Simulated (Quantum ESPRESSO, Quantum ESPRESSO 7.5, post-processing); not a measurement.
**CoAl(110), 4 layers against a metal electrode: a series in the charge of the slab**

Wanted: a table for CoAl(110), 4 layers against a metal electrode against the charge of the slab, and what can be fitted to it.

Method: plane-wave DFT, PBE, GBRV ultrasoft pseudopotentials, in Quantum ESPRESSO 7.5.

This is a report of a sequence of runs, with most program output left out.

### 1. The structure

The structure is cubic, space group Pm-3m (No. 221). The conventional cell has a = 2.860 Å, b = 2.860 Å, c = 2.860 Å, α = 90.00°, β = 90.00°, γ = 90.00°. Co has 8 Al at 2.48 Å nearest. Al has 8 Co at 2.48 Å nearest. Farther neighbours are not listed.

Set-up: The slab is relaxed neutral, then held. ESM with bc3: vacuum below and a metal electrode about 6 Å above the top atoms. Cold smearing of 0.02 Ry. Charges are set per cell from the starting area. The slabs take the lattice constants of the bulk relaxed by the same program.

Members 2, 3, 4.5, 6, 7 and 8 took the same steps and show in the table alone.

This run has no spin polarisation, although Co can carry a moment. A spin-polarised state was not tried and may lie lower.

### 2. Variable-cell relaxation of the reference

The bulk crystal is relaxed in cell and atoms; the members are built on its lattice constants.

File ref.vc.in:

```
&control
  prefix = 'ref.vc'
  outdir = './out'
  pseudo_dir = './pseudo'
  nstep = 40
  forc_conv_thr = 0.0003
  calculation = 'vc-relax'
/
&system
  ibrav = 0
  nat = 4
  ntyp = 2
  ecutwfc = 50
  ecutrho = 250
  occupations = 'smearing'
  smearing = 'mv'
  degauss = 0.02
/
&electrons
  conv_thr = 1e-09
  mixing_beta = 0.4
  electron_maxstep = 120
/
&ions
/
&cell
  press_conv_thr = 0.3
/
ATOMIC_SPECIES
  Co  58.9332  co_pbe_v1.2.uspp.F.UPF
  Al  26.9815  al_pbe_v1.uspp.F.UPF
CELL_PARAMETERS angstrom
  2.86000000000000 0.00000000000000 0.00000000000000
  0.00000000000000 4.04465078838705 0.00000000000000
  0.00000000000000 0.00000000000000 4.04465078838705
ATOMIC_POSITIONS crystal
  Co  0.000000000000 0.000000000000 0.000000000000
  Al  0.500000000000 0.500000000000 0.000000000000
  Co  0.000000000000 0.500000000000 0.500000000000
  Al  0.500000000000 0.000000000000 0.500000000000
K_POINTS automatic
  14 10 10 0 0 0
```

Launch:

```console
$ OMP_NUM_THREADS=1 mpirun -n 4 pw.x -nk 4 -in ref.vc.in > ref.vc.out
```

Run time: 2.8 min. Hardware: 4 MPI ranks of Arm Neoverse V2, shared host; peak memory 0.41 GiB.

Relaxation path:

```
step  energy less that of the first step (eV)  largest force (eV/Å)  volume (Å³)
   1                                   0.0000                0.0000        46.79
   2                                  -0.0028                0.0000        46.35
   3                                  -0.0028                0.0000        46.30
   4                                  -0.0018                0.0000        46.30
```

```
     cell as run  before  after  change
           a (Å)   2.860  2.850  -0.3 %
           b (Å)   4.045  4.031  -0.3 %
           c (Å)   4.045  4.031  -0.3 %
volume (Å³/atom)   11.70  11.58  -1.0 %
```

The relaxed structure:

```cif
data_structure
_symmetry_space_group_name_H-M 'P 1'
_symmetry_Int_Tables_number 1
_cell_length_a 2.8501
_cell_length_b 4.0307
_cell_length_c 4.0307
_cell_angle_alpha 90.000
_cell_angle_beta 90.000
_cell_angle_gamma 90.000
_cell_volume 46.30
loop_
_atom_site_label
_atom_site_type_symbol
_atom_site_fract_x
_atom_site_fract_y
_atom_site_fract_z
_atom_site_occupancy
Co1 Co 0.00000 0.00000 0.00000 1
Al2 Al 0.50000 0.50000 0.00000 1
Co3 Co 0.00000 0.50000 0.50000 1
Al4 Al 0.50000 0.00000 0.50000 1
```

 The last row is no step: it is a fresh SCF in the final cell with a new plane-wave basis, +1 meV from the row before.

This step gave:

* free energy: -8307.1079 eV
* Fermi energy: 14.33 eV

### 3. Relaxing the ions of the reference

What the set-up leaves free in this member is relaxed.

System of this step: CoAl(110), 4 layers. The cell holds 8 atoms: 4 Co and 4 Al. Cell: a = 2.850 Å, b = 4.031 Å, c = 20.994 Å, α = 90.0°, β = 90.0°, γ = 90.0°. It derives from CoAl. Vacuum lies along c.

File ref.relax.in:

```
&control
  prefix = 'ref.relax'
  outdir = './out'
  pseudo_dir = './pseudo'
  nstep = 40
  forc_conv_thr = 0.001
  calculation = 'relax'
/
&system
  ibrav = 0
  nat = 8
  ntyp = 2
  ecutwfc = 40
  ecutrho = 200
  occupations = 'smearing'
  smearing = 'mv'
  degauss = 0.02
/
&electrons
  conv_thr = 1e-08
  mixing_beta = 0.4
  electron_maxstep = 120
  mixing_mode = 'local-TF'
/
&ions
/
ATOMIC_SPECIES
  Co  58.9332  co_pbe_v1.2.uspp.F.UPF
  Al  26.9815  al_pbe_v1.uspp.F.UPF
CELL_PARAMETERS angstrom
  2.85005430800000 0.00000000000000 0.00000000000000
  0.00000000000000 4.03069477700000 0.00000000000000
  0.00000000000000 0.00000000000000 20.99428487376870
ATOMIC_POSITIONS crystal
  Co  0.000000000000 0.000000000000 0.356007427692
  Al  0.500000000000 0.500000000000 0.356007427692
  Co  0.000000000000 0.500000000000 0.452002475897
  Al  0.500000000000 0.000000000000 0.452002475897
  Co  0.000000000000 0.000000000000 0.547997524103
  Al  0.500000000000 0.500000000000 0.547997524103
  Co  0.000000000000 0.500000000000 0.643992572308
  Al  0.500000000000 0.000000000000 0.643992572308
K_POINTS automatic
  10 8 1 0 0 0
```

Launch:

```console
$ OMP_NUM_THREADS=1 mpirun -n 4 pw.x -nk 4 -in ref.relax.in > ref.relax.out
```

Run time: 10 min. Hardware: 4 MPI ranks; peak memory 0.8 GiB; 42 min of CPU time.

Relaxation path:

```
step  energy less that of the first step (eV)  largest force (eV/Å)
   1                                   0.0000                0.6203
   2                                  -0.0351                0.4956
   3                                  -0.0633                0.3498
   4                                  -0.0870                0.1732
   5                                  -0.0919                0.1231
   6                                  -0.0928                0.1050
   7                                  -0.0940                0.0706
   8                                  -0.0952                0.0715
   9                                  -0.0958                0.0531
  10                                  -0.0960                0.0332
  11                                  -0.0961                0.0115
```

The atoms that moved most (Å):

```
atom     dx     dy      dz  length
 Al8  0.000  0.000   0.079   0.079
 Al2  0.000  0.000  -0.079   0.079
 Co7  0.000  0.000  -0.070   0.070
 Co1  0.000  0.000   0.070   0.070
 Co3  0.000  0.000   0.020   0.020
 Co5  0.000  0.000  -0.020   0.020
```

Final coordinates:

```cif
data_structure
_symmetry_space_group_name_H-M 'P 1'
_symmetry_Int_Tables_number 1
_cell_length_a 2.8501
_cell_length_b 4.0307
_cell_length_c 20.9943
_cell_angle_alpha 90.000
_cell_angle_beta 90.000
_cell_angle_gamma 90.000
_cell_volume 241.18
loop_
_atom_site_label
_atom_site_type_symbol
_atom_site_fract_x
_atom_site_fract_y
_atom_site_fract_z
_atom_site_occupancy
Co1 Co 0.00000 0.00000 0.35933 1
Al2 Al 0.50000 0.50000 0.35224 1
Co3 Co 0.00000 0.50000 0.45295 1
Al4 Al 0.50000 0.00000 0.45177 1
Co5 Co 0.00000 0.00000 0.54705 1
Al6 Al 0.50000 0.50000 0.54823 1
Co7 Co 0.00000 0.50000 0.64067 1
Al8 Al 0.50000 0.00000 0.64776 1
```

The relaxation lowers the energy by 12 meV an atom.

This step gave:

- free energy: -16611.0266 eV
- Fermi energy: 2.474 eV

### 4. Ground state, 0 ×10¹³ e/cm²

A run under open boundaries on these atoms gives the vacuum levels.

File m2.esm.in:

```
&control
  prefix = 'm2.esm'
  outdir = './out'
  pseudo_dir = './pseudo'
  calculation = 'scf'
  tprnfor = .true.
/
&system
  ibrav = 0
  nat = 8
  ntyp = 2
  ecutwfc = 40
  ecutrho = 200
  occupations = 'smearing'
  smearing = 'mv'
  degauss = 0.02
  assume_isolated = 'esm'
  esm_bc = 'bc3'
  tot_charge = 0.0
/
&electrons
  conv_thr = 1e-08
  mixing_beta = 0.25
  electron_maxstep = 160
  mixing_mode = 'local-TF'
  mixing_ndim = 12
/
ATOMIC_SPECIES
  Co  58.9332  co_pbe_v1.2.uspp.F.UPF
  Al  26.9815  al_pbe_v1.uspp.F.UPF
CELL_PARAMETERS angstrom
  2.85005430800000 0.00000000000000 0.00000000000000
  0.00000000000000 4.03069477700000 0.00000000000000
  0.00000000000000 0.00000000000000 20.99428487376870
ATOMIC_POSITIONS crystal
  Co  0.000000000000 0.000000000000 -0.069226973575
  Al  0.500000000000 0.500000000000 -0.076315832775
  Co  0.000000000000 0.500000000000 0.024393238625
  Al  0.500000000000 0.000000000000 0.023213911625
  Co  0.000000000000 0.000000000000 0.118502793225
  Al  0.500000000000 0.500000000000 0.119682120225
  Co  0.000000000000 0.500000000000 0.212123005425
  Al  0.500000000000 0.000000000000 0.219211864625
K_POINTS automatic
  10 8 1 0 0 0
```

Launch:

```console
$ OMP_NUM_THREADS=1 mpirun -n 4 pw.x -nk 4 -in m2.esm.in > m2.esm.out
```

Elapsed: 5.5 min, on 4 MPI ranks; peak memory 0.66 GiB; 22 min of CPU time.

Numbers from this step:

| Property | Result |
| --- | --- |
| Fermi energy | -4.837 eV |
| vacuum line at the lower end of the cell, over the Fermi level | 4.838 eV |
| slope of the potential above | 2.92e-4 eV/Å |
| vacuum line at the upper end of the cell, over the Fermi level | 4.837 eV |

The potential energy, planar mean oscillates, so the rows of the table below give means over windows of 1 Å about each position, cut where the curve ends. Its maxima inside the range that stand out by 2 % of the span (Å: eV): -0.5: -1.48, 1.5: -1.73, 3.5: -1.43. Its minima: -1.5: -20.4, 0.5: -20.8, 2.5: -20.7, 4.5: -20.2.

Electrostatic potential energy of an electron; zero at the Fermi level. The potential energy, planar mean by z; means over each step:

```
z (Å)  potential energy, planar mean (eV)
  -10                                4.84
   -9                                4.84
   -8                                4.84
   -7                                4.84
   -6                                4.84
   -5                                4.82
   -4                                4.69
   -3                                3.09
   -2                               -9.86
   -1                               -9.86
    0                               -10.1
    1                               -10.3
    2                               -10.3
    3                               -10.1
    4                               -9.84
    5                               -9.89
    6                                3.10
    7                                4.69
    8                                4.82
    9                                4.84
   10                                4.84
```

Inside the slab this potential holds the local part of the pseudopotentials, which can be repulsive at the nuclei; only its value in the vacuum has a meaning of its own.

### 5. SCF with pw.x, 1 ×10¹³ e/cm²

m3.esm.in, as its differences from the input of step 4:

```diff
@@ -1,3 +1,3 @@
 &control
-  prefix = 'm2.esm'
+  prefix = 'm3.esm'
   outdir = './out'
@@ -18,3 +18,3 @@
   esm_bc = 'bc3'
-  tot_charge = 0.0
+  tot_charge = 0.01157
 /
@@ -26,2 +26,3 @@
   mixing_ndim = 12
+  startingpot = 'file'
 /
```

Launch:

```console
$ cp -r out/m2.esm.save out/m3.esm.save
$ OMP_NUM_THREADS=1 mpirun -n 4 pw.x -nk 4 -in m3.esm.in > m3.esm.out
```

Wall time 2.8 min (4 MPI ranks); peak memory 0.64 GiB; 11 min of CPU time.

Read from the output:

| Quantity | Value |
| --- | --- |
| Fermi energy | -5.611 eV |
| vacuum line at the lower end of the cell, over the Fermi level | 4.839 eV |
| slope of the potential above | 0.1826 eV/Å |
| vacuum line at the upper end of the cell, over the Fermi level | 5.611 eV |

Inside the slab this potential holds the local part of the pseudopotentials, which can be repulsive at the nuclei; only its value in the vacuum has a meaning of its own.

### 6. Ground state, -1.5 ×10¹³ e/cm²

m1.esm.in, as its differences from the input of step 5:

```diff
@@ -1,3 +1,3 @@
 &control
-  prefix = 'm3.esm'
+  prefix = 'm1.esm'
   outdir = './out'
@@ -18,3 +18,3 @@
   esm_bc = 'bc3'
-  tot_charge = 0.01157
+  tot_charge = -0.01735
 /
```

Launch:

```console
$ cp -r out/m2.esm.save out/m1.esm.save
$ OMP_NUM_THREADS=1 mpirun -n 4 pw.x -nk 4 -in m1.esm.in > m1.esm.out
```

The job ended after 3.1 min (4 MPI ranks; peak memory 0.78 GiB).

This step gave:

| Quantity | Value |
| --- | --- |
| Fermi energy | -3.691 eV |
| vacuum line at the lower end of the cell, over the Fermi level | 4.833 eV |
| slope of the potential above | -0.2730 eV/Å |
| vacuum line at the upper end of the cell, over the Fermi level | 3.691 eV |

Inside the slab this potential holds the local part of the pseudopotentials, which can be repulsive at the nuclei; only its value in the vacuum has a meaning of its own.

### 7. Ground state, -3 ×10¹³ e/cm²

m0.esm.in, as its differences from the input of step 6:

```diff
@@ -1,3 +1,3 @@
 &control
-  prefix = 'm1.esm'
+  prefix = 'm0.esm'
   outdir = './out'
@@ -18,3 +18,3 @@
   esm_bc = 'bc3'
-  tot_charge = -0.01735
+  tot_charge = -0.0347
 /
```

Launch:

```console
$ cp -r out/m1.esm.save out/m0.esm.save
$ OMP_NUM_THREADS=1 mpirun -n 4 pw.x -nk 4 -in m0.esm.in > m0.esm.out
```

It took 2.8 min on 4 MPI ranks; peak memory 0.81 GiB; 11 min of CPU time.

Read from the output:

```
Fermi energy                                                   : -2.567 eV
vacuum line at the lower end of the cell, over the Fermi level : 4.835 eV
slope of the potential above                                   : -0.5461 eV/Å
vacuum line at the upper end of the cell, over the Fermi level : 2.566 eV
```

Inside the slab this potential holds the local part of the pseudopotentials, which can be repulsive at the nuclei; only its value in the vacuum has a meaning of its own.

### 8. The series side by side

The series in one table:

```
the charge of the slab (positive: electrons removed)  electrode's level over the Fermi level (eV)  far face's level over the Fermi level (eV)  field in the gap (eV/Å)
                                      -3 ×10¹³ e/cm²                                        2.566                                       4.835                  -0.5461
                                    -1.5 ×10¹³ e/cm²                                        3.691                                       4.833                   -0.273
                                       0 ×10¹³ e/cm²                                        4.837                                       4.838                0.0002922
                                       1 ×10¹³ e/cm²                                        5.611                                       4.839                   0.1826
                                       2 ×10¹³ e/cm²                                        6.392                                       4.836                   0.3649
                                       3 ×10¹³ e/cm²                                        7.178                                       4.837                   0.5471
                                     4.5 ×10¹³ e/cm²                                        8.367                                       4.836                   0.8205
                                       6 ×10¹³ e/cm²                                        9.568                                       4.837                    1.094
                                       7 ×10¹³ e/cm²                                        10.37                                       4.841                    1.276
                                       8 ×10¹³ e/cm²                                        11.18                                       4.841                    1.459
```

### 9. Worked from the printed numbers

Last interval: C = Δσ/ΔV = 0.00101 e/Å² / 0.810 V × 1602 = 1.99 µF/cm².

### 10. Outcome

- mean capacitance at positive charge: 2.04 μF/cm²
- effective gap ε₀/C: 4.35 Å
- top atoms to electrode: 5.89 Å

The series holds 10 members; mean capacitance at positive charge: 2.04 μF/cm²; effective gap ε₀/C: 4.35 Å; top atoms to electrode: 5.89 Å (PBE, GBRV ultrasoft). Interval by interval C lies between 1.99 and 2.15 µF/cm². The far face's level moves by 0.01 eV over the series: the slab screens like a metal, and averaged over the positive charges the image plane lies 1.55 Å above the top atoms. Vacuum fills the gap; ions don't answer the charge; added electrons can spill towards the electrode at the most negative charges.

[Logs are printed without paths, hosts, clocks, repeated set-up lines and the standing remarks that a program may print on its own settings, such as how far it seeks lower states.]

[Hosts, paths, dates, database ids (printed as entryN), source tags and the programs' standing remarks are cut or masked in the printed files.]

[Maps of the electrostatic potential energy from Ansatz leave out the sawtooth potential of an applied field or a dipole correction, so their vacuum need not be flat; planar profiles and work functions include it.]
